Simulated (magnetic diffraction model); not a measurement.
## NdVS4: what an assumed order does to the neutron pattern

Space group I4_1/a (no. 88, origin choice 1), a = 6.4510 Å, c = 14.4660 Å.

| site | atom | x | y | z |
| --- | --- | --- | --- | --- |
| 4a | Nd | 0 | 0 | 0 |
| 4b | V | 1/2 | 1/2 | 0 |
| 16f | S | 0.2471 | 0.8570 | 0.1645 |

The compound is invented for this exercise: a known structure type with other elements, its cell scaled to their sizes and not relaxed.

Only Nd is taken to order (form factors of Nd3+); orders and moment sizes are assumed, and not adapted to the symmetry. Radiation: neutrons of λ = 1.909 Å, 1.5° to 40°; isotropic B of 0.28 Å² (Nd), 0.3 Å² (V) and 0.33 Å² (S). Simulated constant-wavelength pattern: nuclear and magnetic terms add, the magnetic one as |2.695 fm × Σ f S⊥ exp(2πi Q·r) exp(−B s²)|², summed over all Q at one angle with the factor 1/(sin²θ cos θ). For a modulated order the moment at position r is S exp(−2πi k·r) + c.c., with S = m/2 for a sine wave of amplitude m and S = m(u + iv)/2 for moments turning in a plane, u and v being orthogonal unit vectors in it; the phase factor of the sum at Q = H + k is then exp(2πi H·r). Free-ion form factors, Sears's scattering lengths of 1992, no absorption; a label names one of the reflections at its angle. The strongest nuclear line in the range is 100, and lines under 0.2 are left out.

Assume the order k = (0 0 0.097), a sine wave with moments along [100] (amplitudes given), 1.8 μB on Nd; signs + at (0, 0, 0), − at (0, 1/2, 1/4).

Q: Where does magnetic intensity appear, and how strong is it?

```
2θ (°)        index  nuclear  magnetic
 14.43  (0 0 1.903)      0.0       6.9
 15.91  (0 0 2.097)      0.0       5.7
 18.36  (1 0 0.903)      0.0       4.8
 18.65      (1 0 1)     70.8       0.0
 18.96  (1 0 1.097)      0.0       4.8
 24.17  (1 1 0.097)      0.0       4.8
 28.01  (1 0 2.903)      0.0       2.9
 28.62      (1 0 3)     13.2       0.0
 28.65      (1 1 2)     66.2       0.0
 29.23  (1 0 3.097)      0.0       2.7
 30.61      (0 0 4)      0.3       0.0
 37.50  (2 0 1.903)      0.0       2.2
 37.81      (2 0 2)     11.2       0.0
 38.13  (2 0 2.097)      0.0       2.2
 38.76  (1 1 3.903)      0.0       2.9
 39.29  (2 1 0.903)      0.0       1.8
 39.37      (1 1 4)     38.5       0.0
 39.43      (1 2 1)    100.0       0.0
 39.59  (2 1 1.097)      0.0       1.8
 39.98  (1 1 4.097)      0.0       2.7
```

The strongest magnetic line in the range is (0 0 1.903) at 14.43° (6.9). On top of the Lorentz factor, which all lines share, magnetic lines fade with angle because f falls: for Nd3+ it is 0.98, 0.90, 0.79 and 0.54 at sin θ/λ = 0.1, 0.2, 0.3 and 0.5 Å⁻¹, while nuclear lengths stay constant. The order has no net moment.

[Logs are printed without paths, hosts, clocks, repeated set-up lines and the standing remarks that a program may print on its own settings, such as how far it seeks lower states.]
